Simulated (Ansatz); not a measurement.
# KAg, from a guessed structure to a relaxed one

Starting from a made-up structure for KAg, the aim is the relaxed cell, its shortest contacts and, where a second run follows, its electronic structure.

Program: Ansatz 0.2.0. Level of theory: DFT, r2SCAN, plane-wave PAW, files of the set soft_1, scalar-relativistic, no spin, cell and ions relaxed at zero pressure; PAW set soft_1, in the first sound run; inputs show where later runs differ. Results are calculated unless marked as measured.

**1. Starting point**

The structure is trigonal, space group R-3m (No. 166). Conventional cell: a = 4.147 Å, b = 4.147 Å, c = 17.603 Å, α = 90.00°, β = 90.00°, γ = 120.00°. Nearest to Ag lie 6 K at 3.79 Å. Nearest to K lie 6 Ag at 3.79 Å and 6 K at 4.15 Å. Farther neighbours are not listed.

**2. Relaxation of the guess**

The guessed cell has no reason to be at equilibrium. It is relaxed with the atoms, within the space group of the guess.

input.yaml reads:

```yaml
crystal:
  lattice:
    - [2.0735, 1.197135783, 5.867666667]
    - [-2.0735, 1.197135783, 5.867666667]
    - [0.0, -2.394271566, 5.867666667]
  atoms:
    - { symbol: Ag, position: [0.0, 0.0, 0.0] }
    - { symbol: K, position: [0.5, 0.5, 0.5] }
kpoints:
  mp_grid: { grid: [8, 8, 8] }
scf:
  occupations: { method: fermi_dirac, width: 0.05 }
hamiltonian:
  xc: r2scan
  pseudopotentials: { kind: paw, azcp: { folder: soft_1 } }
relax:
  f_tol: 0.015
  max_steps: 70
  cell: {}
output:
  forces: true
  stress: true
```

Launch:

```sh
$ ansatz run input.yaml --threads 4 --pin off --max-ram 8192MiB --backend cpu --events-out ev --progress --plain --runs-dir out
```

Numbers of over 12 decimals in the logs are rounded to 6 here.

What it wrote:

```text
basis.fft_grid_basis auto: the FFT boxes are laid along the combinations [[1, 0, -1], [0, 1, -1], [0, 0, 1]] of the cell's own vectors, 4.147, 4.147 and 6.337 Å long. The dense box has 32×32×48 points. Along the cell's own vectors, as sized, it would have 48×48×48, 2.25 times as many. Of the 12 symmetry operations that the crystal satisfies within crystal.symmetry.tolerance (time reversal apart; of a slab, those that [...]
Engine: ansatz 0.2.0, aarch64-unknown-linux-gnu
Pseudopotentials: kind: paw
Pseudopotential: Ag, paw, valence charge 19, recommended cutoff 500 eV (meta_gga), soft_1/Ag.paw.azcp
Pseudopotential: K, paw, valence charge 9, recommended cutoff 500 eV (meta_gga), soft_1/K.paw.azcp
Functional definition: r2SCAN
  parameter k0 = 0.174
  parameter k1 = 0.065
  parameter a1 = 4.9479
  exchange = r2scan_x(k0 = k0, k1 = k1, a1 = a1)
  correlation = r2scan_c
Crystal: 2 atoms, lattice volume = 87.390 Å³
Basis set: ecut = 500 eV, 2223 PW (Γ), FFT grids on a1−a3, a2−a3, a3, exchange–correlation on 128×128×192 points (64 copies of the dense FFT grid, shifted against one another)
Bands: 18, of which v1, the nominal top of the filled ones, is band 14 counted from 1 (13 counted from 0)
Symmetry: 12 space group operations
Space group: R-3m (ITA 166), of the structure as read, at distance tolerance 4.4e-5 Å
k-points: 65 of 512
Non-local potential: Ag, projectors of the file, l = 0: 3, l = 1: 2, l = 2: 2, l = 3: 1
Non-local potential: K, projectors of the file, l = 0: 3, l = 1: 2, l = 2: 2
PAW form: soft (Blöchl's): semilocal exchange-correlation on the pseudo side does not see the compensation charge
PAW frozen core: Ag, regenerated for the run's functional (the file was generated under x = pbe(κ = 0.804, μ = 0.219515), c = pbe(β = 0.066725))
PAW frozen core: K, regenerated for the run's functional (the file was generated under x = pbe(κ = 0.804, μ = 0.219515), c = pbe(β = 0.066725))
PAW one-centre angular grid: Ag, 590 points (default); XC on 160 Gauss nodes
PAW one-centre angular grid: K, 302 points (default); XC on 160 Gauss nodes
Initial density: superposition of atomic densities (chi_scale 0.1, normalization cell, long waves kept (reshape's long-wave potential 0.01 eV rms))
Initial wavefunctions: pseudopotential atomic-orbital guess
Functional: x = r2scan, c = r2scan; τ floored in thin density (d = 2e-4 eV/Å³)
SCF iter   1: F=—  HF=-9146.729915 eV  |F-HF|=—  |Δ(HF+E_count)|=         —  Δρ=5.91e-2  dr2=4.99e0  dr2_τ=9.43e-2  ethr=3.10e-3  ⟨swp⟩=7.0  Hψ=6577  notcnv=0
preconditioner: auto → Kerker (q_TF=auto, 2.257 Å⁻¹)  [metal: Δε(μ)=0.023 eV  Ē_g=4.306 eV  σ=0.050 eV  W_gap=0.11  n_scr=16 (ndim 8)  ℏωp=13.8 eV  f_vac=0.001  D(μ)=1.50/eV (n_scr^D=2)]
SCF iter   2: F=—  HF=-9145.674325 eV  |F-HF|=—  |Δ(HF+E_count)|=    1.06e0  Δρ=1.62e-2  dr2=3.92e-1  dr2_τ=4.47e-2  ethr=3.10e-3  ⟨swp⟩=2.6  Hψ=2915  notcnv=0
SCF iter   3: F=—  HF=-9145.635561 eV  |F-HF|=—  |Δ(HF+E_count)|=   3.88e-2  Δρ=8.40e-3  dr2=1.56e-1  dr2_τ=2.38e-3  ethr=1.40e-3  ⟨swp⟩=2.2  Hψ=1849  notcnv=0
SCF iter   4: F=—  HF=-9145.604676 eV  |F-HF|=—  |Δ(HF+E_count)|=   3.09e-2  Δρ=2.65e-3  dr2=1.22e-2  dr2_τ=3.99e-4  ethr=5.56e-4  ⟨swp⟩=4.1  Hψ=2510  notcnv=0
SCF iter   5: F=—  HF=-9145.603757 eV  |F-HF|=—  |Δ(HF+E_count)|=   9.19e-4  Δρ=9.77e-4  dr2=1.02e-3  dr2_τ=6.04e-5  ethr=4.36e-5  ⟨swp⟩=2.6  Hψ=2471  notcnv=0
SCF iter   6: F=—  HF=-9145.604661 eV  |F-HF|=—  |Δ(HF+E_count)|=   9.04e-4  Δρ=2.05e-4  dr2=5.22e-5  dr2_τ=3.03e-6  ethr=3.65e-6  ⟨swp⟩=2.0  Hψ=2070  notcnv=0
SCF iter   7: F=—  HF=-9145.604742 eV  |F-HF|=—  |Δ(HF+E_count)|=   8.13e-5  Δρ=6.69e-5  dr2=8.71e-6  dr2_τ=2.64e-7  ethr=1.87e-7  ⟨swp⟩=2.0  Hψ=1768  notcnv=0
SCF iter   8: F=—  HF=-9145.604749 eV  |F-HF|=—  |Δ(HF+E_count)|=   7.37e-6  Δρ=2.06e-5  dr2=7.03e-7  dr2_τ=2.74e-8  ethr=3.11e-8  ⟨swp⟩=2.0  Hψ=1551  notcnv=0
SCF iter   9: F=-9145.604750 eV  HF=-9145.604750 eV  |F-HF|=6.21e-8  |Δ(HF+E_count)|=   6.23e-7  Δρ=7.36e-6  dr2=7.03e-8  dr2_τ=1.59e-9  ethr=3.57e-10  ⟨swp⟩=5.0  Hψ=4222  notcnv=0
SCF 1 converged in 9 iterations: F = -9145.604750 eV  dr2 = 7.03e-8
  greatest PAW one-centre occupation: 1.003 electrons in one spin orbital (limit 2), on the Ag atom at site 0 (counted from 0), in its partial waves of l = 0
relax step   1: F+E_penalty+E_count = -9145.60475002 eV  Δ(F+E_penalty+E_count) = +0.000e0 eV  max|allowed force component| = 2.104e-29 eV/Å  Δτ_max = 0.0000 Å  P = -1.769 GPa  Ω = 87.390 Å³  (9 SCF iters, dr2 threshold 1.00e-7 eV, accepted)
Crystal: 2 atoms, lattice volume = 83.433 Å³
Basis set: ecut = 500 eV, 2133 PW (Γ), FFT grids on a1−a3, a2−a3, a3, exchange–correlation on 128×128×192 points (64 copies of the dense FFT grid, shifted against one another)
Initial density: handed on by an earlier stage of this run
Initial wavefunctions: those handed on with the density
iter 1 solved again at ethr=1.69e-5 eV; its pass at ethr=3.10e-3 eV (dr2=4.73e-3 eV) is discarded
SCF iter   1: F=—  HF=-9145.609668 eV  |F-HF|=—  |Δ(HF+E_count)|=         —  Δρ=2.47e-3  dr2=4.92e-3  dr2_τ=9.74e-2  ethr=1.69e-5  ⟨swp⟩=2.4  Hψ=8220  notcnv=0
preconditioner: auto → LDOS  [metal: Δε(μ)=0.012 eV  Ē_g=10.742 eV  σ=0.050 eV  W_gap=0.06  n_scr=16 (ndim 8)  ℏωp=17.2 eV  f_vac=0.080  D(μ)=1.16/eV (n_scr^D=2)  β→1.0]
SCF iter   2: F=—  HF=-9145.721721 eV  |F-HF|=—  |Δ(HF+E_count)|=   1.12e-1  Δρ=3.82e-3  dr2=9.93e-3  dr2_τ=4.32e-4  ethr=1.69e-5  ⟨swp⟩=2.6  Hψ=2392  notcnv=0
SCF iter   3: F=—  HF=-9145.719138 eV  |F-HF|=—  |Δ(HF+E_count)|=   2.58e-3  Δρ=8.53e-4  dr2=3.74e-4  dr2_τ=1.86e-5  ethr=1.69e-5  ⟨swp⟩=2.0  Hψ=2525  notcnv=0
SCF iter   4: F=—  HF=-9145.719168 eV  |F-HF|=—  |Δ(HF+E_count)|=   2.96e-5  Δρ=7.06e-5  dr2=5.19e-6  dr2_τ=5.19e-7  ethr=1.33e-6  ⟨swp⟩=2.0  Hψ=2085  notcnv=0
SCF iter   5: F=—  HF=-9145.719165 eV  |F-HF|=—  |Δ(HF+E_count)|=   3.12e-6  Δρ=1.64e-5  dr2=2.70e-7  dr2_τ=1.52e-8  ethr=1.85e-8  ⟨swp⟩=2.0  Hψ=1683  notcnv=0
SCF iter   6: F=-9145.719165 eV  HF=-9145.719165 eV  |F-HF|=1.34e-8  |Δ(HF+E_count)|=   5.11e-7  Δρ=4.32e-6  dr2=1.84e-8  dr2_τ=2.64e-9  ethr=7.14e-10  ⟨swp⟩=4.4  Hψ=3836  notcnv=0
SCF 2 converged in 6 iterations: F = -9145.719165 eV  dr2 = 1.84e-8
relax step   2: F+E_penalty+E_count = -9145.71916528 eV  Δ(F+E_penalty+E_count) = -1.144e-1 eV  max|allowed force component| = 2.104e-30 eV/Å  Δτ_max = 0.0000 Å  P = -1.390 GPa  Ω = 83.433 Å³  energy of the carried Pulay correction = +4.876e-4 eV  (6 SCF iters, dr2 threshold 2.00e-7 eV, accepted)
Crystal: 2 atoms, lattice volume = 79.596 Å³
Basis set: ecut = 500 eV, 2029 PW (Γ), FFT grids on a1−a3, a2−a3, a3, exchange–correlation on 128×128×192 points (64 copies of the dense FFT grid, shifted against one another)
iter 1 solved again at ethr=1.73e-5 eV; its pass at ethr=3.10e-3 eV (dr2=4.84e-3 eV) is discarded
SCF iter   1: F=—  HF=-9145.707296 eV  |F-HF|=—  |Δ(HF+E_count)|=         —  Δρ=2.51e-3  dr2=5.02e-3  dr2_τ=1.06e-1  ethr=1.73e-5  ⟨swp⟩=2.5  Hψ=8201  notcnv=0
preconditioner: auto → LDOS  [metal: Δε(μ)=0.120 eV  Ē_g=10.844 eV  σ=0.050 eV  W_gap=0.47  n_scr=14 (ndim 8)  ℏωp=17.7 eV  f_vac=0.089  D(μ)=0.87/eV (n_scr^D=2)  β→1.0]
SCF iter   2: F=—  HF=-9145.821466 eV  |F-HF|=—  |Δ(HF+E_count)|=   1.14e-1  Δρ=3.99e-3  dr2=1.03e-2  dr2_τ=4.94e-4  ethr=1.73e-5  ⟨swp⟩=2.5  Hψ=2393  notcnv=0
SCF iter   3: F=—  HF=-9145.818830 eV  |F-HF|=—  |Δ(HF+E_count)|=   2.64e-3  Δρ=1.08e-3  dr2=6.13e-4  dr2_τ=2.84e-5  ethr=1.73e-5  ⟨swp⟩=2.0  Hψ=2146  notcnv=0
SCF iter   4: F=—  HF=-9145.818783 eV  |F-HF|=—  |Δ(HF+E_count)|=   4.68e-5  Δρ=7.11e-5  dr2=7.53e-6  dr2_τ=7.36e-7  ethr=2.19e-6  ⟨swp⟩=2.0  Hψ=2081  notcnv=0
SCF iter   5: F=—  HF=-9145.818779 eV  |F-HF|=—  |Δ(HF+E_count)|=   4.47e-6  Δρ=1.97e-5  dr2=6.06e-7  dr2_τ=1.76e-8  ethr=2.69e-8  ⟨swp⟩=2.5  Hψ=1727  notcnv=0
SCF iter   6: F=-9145.818779 eV  HF=-9145.818779 eV  |F-HF|=1.87e-8  |Δ(HF+E_count)|=   4.00e-7  Δρ=5.42e-6  dr2=3.65e-8  dr2_τ=1.70e-9  ethr=7.14e-10  ⟨swp⟩=4.5  Hψ=3921  notcnv=0
SCF 3 converged in 6 iterations: F = -9145.818779 eV  dr2 = 3.65e-8
relax step   3: F+E_penalty+E_count = -9145.81877913 eV  Δ(F+E_penalty+E_count) = -9.961e-2 eV  max|allowed force component| = 1.178e-28 eV/Å  Δτ_max = 0.0000 Å  P = -0.892 GPa  Ω = 79.596 Å³  energy of the carried Pulay correction = +9.821e-4 eV  (6 SCF iters, dr2 threshold 2.00e-7 eV, accepted)
[...]
relax step   4: F+E_penalty+E_count = -9145.89600989 eV  Δ(F+E_penalty+E_count) = -7.723e-2 eV  max|allowed force component| = 3.445e-29 eV/Å  Δτ_max = 0.0000 Å  P = -0.254 GPa  Ω = 76.441 Å³  energy of the carried Pulay correction = +1.409e-3 eV  (6 SCF iters, dr2 threshold 2.00e-7 eV, accepted)
[...]
relax step   5: F+E_penalty+E_count = -9145.95251828 eV  Δ(F+E_penalty+E_count) = -5.651e-2 eV  max|allowed force component| = 4.733e-30 eV/Å  Δτ_max = 0.0000 Å  P = +0.399 GPa  Ω = 74.405 Å³  energy of the carried Pulay correction = +1.699e-3 eV  (7 SCF iters, dr2 threshold 2.00e-7 eV, accepted)
[...]
relax step   6: F+E_penalty+E_count = -9146.00905097 eV  Δ(F+E_penalty+E_count) = -5.653e-2 eV  max|allowed force component| = 4.602e-30 eV/Å  Δτ_max = 0.0000 Å  P = +0.360 GPa  Ω = 77.263 Å³  energy of the carried Pulay correction = +1.336e-3 eV  (8 SCF iters, dr2 threshold 2.00e-7 eV, accepted)
[...]
relax step   7: F+E_penalty+E_count = -9146.03681960 eV  Δ(F+E_penalty+E_count) = -2.777e-2 eV  max|allowed force component| = 8.415e-30 eV/Å  Δτ_max = 0.0000 Å  P = +0.296 GPa  Ω = 79.345 Å³  energy of the carried Pulay correction = +1.087e-3 eV  (8 SCF iters, dr2 threshold 2.00e-7 eV, accepted)
[...]
relax step   8: F+E_penalty+E_count = -9146.04305155 eV  Δ(F+E_penalty+E_count) = -6.232e-3 eV  max|allowed force component| = 5.259e-31 eV/Å  Δτ_max = 0.0000 Å  P = +0.054 GPa  Ω = 81.701 Å³  energy of the carried Pulay correction = +8.005e-4 eV  (8 SCF iters, dr2 threshold 2.00e-7 eV, accepted)
[...]
relax step   9: F+E_penalty+E_count = -9146.04329448 eV  Δ(F+E_penalty+E_count) = -2.429e-4 eV  max|allowed force component| = 1.578e-30 eV/Å  Δτ_max = 0.0000 Å  P = -0.004 GPa  Ω = 82.238 Å³  energy of the carried Pulay correction = +7.370e-4 eV  (7 SCF iters, dr2 threshold 1.52e-8 eV, accepted)
Basis set: ecut = 500 eV, 2085 PW (Γ), FFT grids on a1−a3, a2−a3, a3, exchange–correlation on 144×144×144 points (64 copies of the dense FFT grid, shifted against one another)
Initial wavefunctions: pseudopotential atomic-orbital guess (no wavefunctions were taken with the density)
iter 1 solved again at ethr=8.62e-8 eV; its pass at ethr=3.10e-3 eV (dr2=2.41e-5 eV) is discarded
SCF iter   1: F=—  HF=-9146.046363 eV  |F-HF|=—  |Δ(HF+E_count)|=         —  Δρ=4.69e-4  dr2=2.39e-5  dr2_τ=1.66e-4  ethr=8.62e-8  ⟨swp⟩=3.1  Hψ=9061  notcnv=0
preconditioner: auto → none  [insulator: Δε(μ)=1.083 eV  Ē_g=10.928 eV  σ=0.050 eV  W_gap=1.00  n_scr=14 (ndim 8)  ℏωp=17.4 eV  f_vac=0.131  D(μ)=0.00/eV (n_scr^D=0)  ε∞_Penn≈3.5]
SCF iter   2: F=—  HF=-9146.046768 eV  |F-HF|=—  |Δ(HF+E_count)|=   4.04e-4  Δρ=2.25e-4  dr2=5.64e-6  dr2_τ=7.59e-6  ethr=8.53e-8  ⟨swp⟩=2.0  Hψ=2080  notcnv=0
SCF iter   3: F=—  HF=-9146.046859 eV  |F-HF|=—  |Δ(HF+E_count)|=   9.10e-5  Δρ=7.56e-5  dr2=3.55e-6  dr2_τ=5.04e-7  ethr=2.01e-8  ⟨swp⟩=3.0  Hψ=2087  notcnv=0
SCF iter   4: F=—  HF=-9146.046856 eV  |F-HF|=—  |Δ(HF+E_count)|=   2.12e-6  Δρ=1.45e-5  dr2=3.13e-8  dr2_τ=3.66e-8  ethr=1.27e-8  ⟨swp⟩=2.0  Hψ=1560  notcnv=0
SCF iter   5: F=—  HF=-9146.046854 eV  |F-HF|=—  |Δ(HF+E_count)|=   1.95e-6  Δρ=1.59e-6  dr2=1.13e-9  dr2_τ=1.15e-9  ethr=1.12e-10  ⟨swp⟩=2.0  Hψ=2081  notcnv=0
SCF iter   6: F=—  HF=-9146.046854 eV  |F-HF|=—  |Δ(HF+E_count)|=   1.69e-9  Δρ=2.90e-7  dr2=3.19e-11  dr2_τ=1.98e-11  ethr=4.02e-12  ⟨swp⟩=3.0  Hψ=2005  notcnv=0
SCF iter   7: F=-9146.046854 eV  HF=-9146.046854 eV  |F-HF|=9.09e-12  |Δ(HF+E_count)|=  8.91e-11  Δρ=5.13e-8  dr2=7.19e-13  dr2_τ=8.31e-13  ethr=1.00e-12  ⟨swp⟩=5.7  Hψ=4793  notcnv=0
SCF 10 converged in 7 iterations: F = -9146.046854 eV  dr2 = 7.19e-13
relax step  10: F+E_penalty+E_count = -9146.04685447 eV  Δ(F+E_penalty+E_count) = -3.560e-3 eV  max|allowed force component| = 5.259e-31 eV/Å  Δτ_max = 0.0000 Å  P = +0.004 GPa  Ω = 82.238 Å³  stress off target by 2.61e-2 GPa  SCF on the basis re-selected at this cell (its energy is not comparable with the rows above)  (7 SCF iters)
basis re-selected at this cell: Δ(F+E_penalty+E_count) = -3.560e-3 eV, ΔP = +0.008 GPa vs the last step (what re-selecting the basis moved, of the pressure what is left beyond the Pulay correction that the steps carried, after the strain that the cell walked since its last selection, with what the two solves' SCF thresholds leave and, on support functions, any second-order correction that the steps lacked; it is no measure of the basis error at this ecutwfc). The dense FFT grid was sized anew with the basis: this SCF ran on 36×36×36 points, the steps before it on 32×32×48, so part of this shift can come from that change (see relax.cell in the input reference). [rest of the remark cut]
SCF converged after 7 iterations
Free energy (F): -9146.046854 eV
Harris-Foulkes:  -9146.046854 eV  (|F-HF|=9.09e-12)
Internal energy: -9146.046854 eV  (E = F + TS)
E sigma→0 (E₀):  -9146.046854 eV
Entropy (-TS):   -0.000001 eV (-0.000 meV/atom)
Fermi energy:    4.220175 eV
--- Per-component energies (eV) ---
  E_band       = -600.119327
  E_kinetic    = 725.904092
  E_local      = -4285.987732  (includes V_loc(G=0)·N_el)
  E_nonlocal   = 46.218627
  E_hartree    = 1923.171501
  E_xc         = -283.555635
  E_vxc        = -408.454063  (∫ρ·V_xc dr)
  E_paw        = -4768.756202  (= ΣΔE_a)
  E_vpaw       = -552.679659  (= ΣTr[D̂ρ^β])
  E_aug_tail   = 0.000151  (compensation charges beyond the density's cutoff)
  E_vtau       = 28.536297  (kinetic-family band-sum trace: ∫τ·v_τ [+ j·A + Jᵃ·Aᵃ] dr)
  E_ewald      = -2502.336164
  E_core_change = -0.705491  (= ΣΔE_core)
  E_smearing   = -0.000001  (= −TS)
  E_closure    = -0.000000  (closes the sum)
  Σ components = -9146.046854   (vs F -9146.046854, Δ=0.00e0)
--- Forces (eV/Å), atoms counted from 1 ---
  atom   1  Ag    -0.00000000     0.00000000    -0.00000000
  atom   2  K     -0.00000000     0.00000000     0.00000000
  max |Σ_I F_I| component: 1.05e-30 eV/Å
--- Stress (GPa, compression-positive) ---
        0.019606       0.000000       0.000000
        0.000000       0.019606      -0.000000
        0.000000      -0.000000      -0.026092
  P = ⅓ Tr σ = 0.0044 GPa (0.044 kbar)
--- Relaxed structure (9 steps of the walk, 9 accepted, 1 SCFs on fresh bases) ---
  F+E_penalty+E_count = -9146.04685447 eV   max|allowed force component| = 5.259e-31 eV/Å   (the final SCF, on the basis selected at the relaxed cell)
  cell:  # Å, volume = 82.2383 Å³
    - [2.430176, 1.403063, 4.019833]
    - [-2.430176, 1.403063, 4.019833]
    - [0, -2.806126, 4.019833]
  atoms:
    - { symbol: Ag, position: [0, 0, 0] }
    - { symbol: K, position: [0.500000, 0.500000, 0.500000] }
```

It took 62 s on 4 threads of Arm Neoverse N1, shared host; peak memory 0.66 GiB; 4 min of CPU time.

Relaxation path:

```
step  energy less that of the first step (eV)  largest force component (eV/Å)  pressure (GPa)  volume (Å³)
   1                                   0.0000                          0.0000           -1.77        87.39
   2                                  -0.1144                          0.0000           -1.39        83.43
   3                                  -0.2140                          0.0000           -0.89        79.60
   4                                  -0.2913                          0.0000           -0.25        76.44
   5                                  -0.3478                          0.0000            0.40        74.40
   6                                  -0.4043                          0.0000            0.36        77.26
   7                                  -0.4321                          0.0000            0.30        79.34
   8                                  -0.4383                          0.0000            0.05        81.70
   9                                  -0.4385                          0.0000            0.00        82.24
 10*                                  -0.4421                          0.0000            0.00        82.24
```

Relaxation steps marked * repeat the geometry before them on a plane-wave basis chosen anew for their cell, so energy and pressure can jump there.

The run keeps the 12 symmetry operations that it works with, so distortions that break them were not tested.

| cell as run | before | after | change |
| --- | --- | --- | --- |
| a (Å) | 6.337 | 4.902 | -22.6 % |
| b (Å) | 6.337 | 4.902 | -22.6 % |
| c (Å) | 6.337 | 4.902 | -22.6 % |
| α (°) | 38.20 | 59.43 | +55.6 % |
| β (°) | 38.20 | 59.43 | +55.6 % |
| γ (°) | 38.20 | 59.43 | +55.6 % |
| volume (Å³/atom) | 43.70 | 41.12 | -5.9 % |

The relaxed structure:

```cif
data_structure
_symmetry_space_group_name_H-M 'P 1'
_symmetry_Int_Tables_number 1
_cell_length_a 4.9024
_cell_length_b 4.9024
_cell_length_c 4.9024
_cell_angle_alpha 59.434
_cell_angle_beta 59.434
_cell_angle_gamma 59.434
_cell_volume 82.24
loop_
_atom_site_label
_atom_site_type_symbol
_atom_site_fract_x
_atom_site_fract_y
_atom_site_fract_z
_atom_site_occupancy
Ag1 Ag 0.00000 0.00000 0.00000 1
K2 K 0.50000 0.50000 0.50000 1
```

Numbers from this step:

```
free energy         : -9146.0469 eV
Fermi energy        : 4.220 eV
gap by band count   : 1.083 eV
electrons           : 28
symmetry operations : 12
pressure            : 0.004373 GPa
```

The shortest distance of each pair, which need not be the same contact before and after:

| pair | guess (Å) | relaxed (Å) |
| --- | --- | --- |
| Ag–K | 3.787 | 3.452 |
| Ag–Ag | 4.147 | 4.860 |
| K–K | 4.147 | 4.860 |

The relaxation ends with a pressure of 0.00 GPa.

[end of part 1 of 2]

[Logs are printed without paths, hosts, clocks, repeated set-up lines and the standing remarks that a program may print on its own settings, such as how far it seeks lower states.]

[Hosts, paths, dates, database ids (printed as entryN), source tags and the programs' standing remarks are cut or masked in the printed files.]
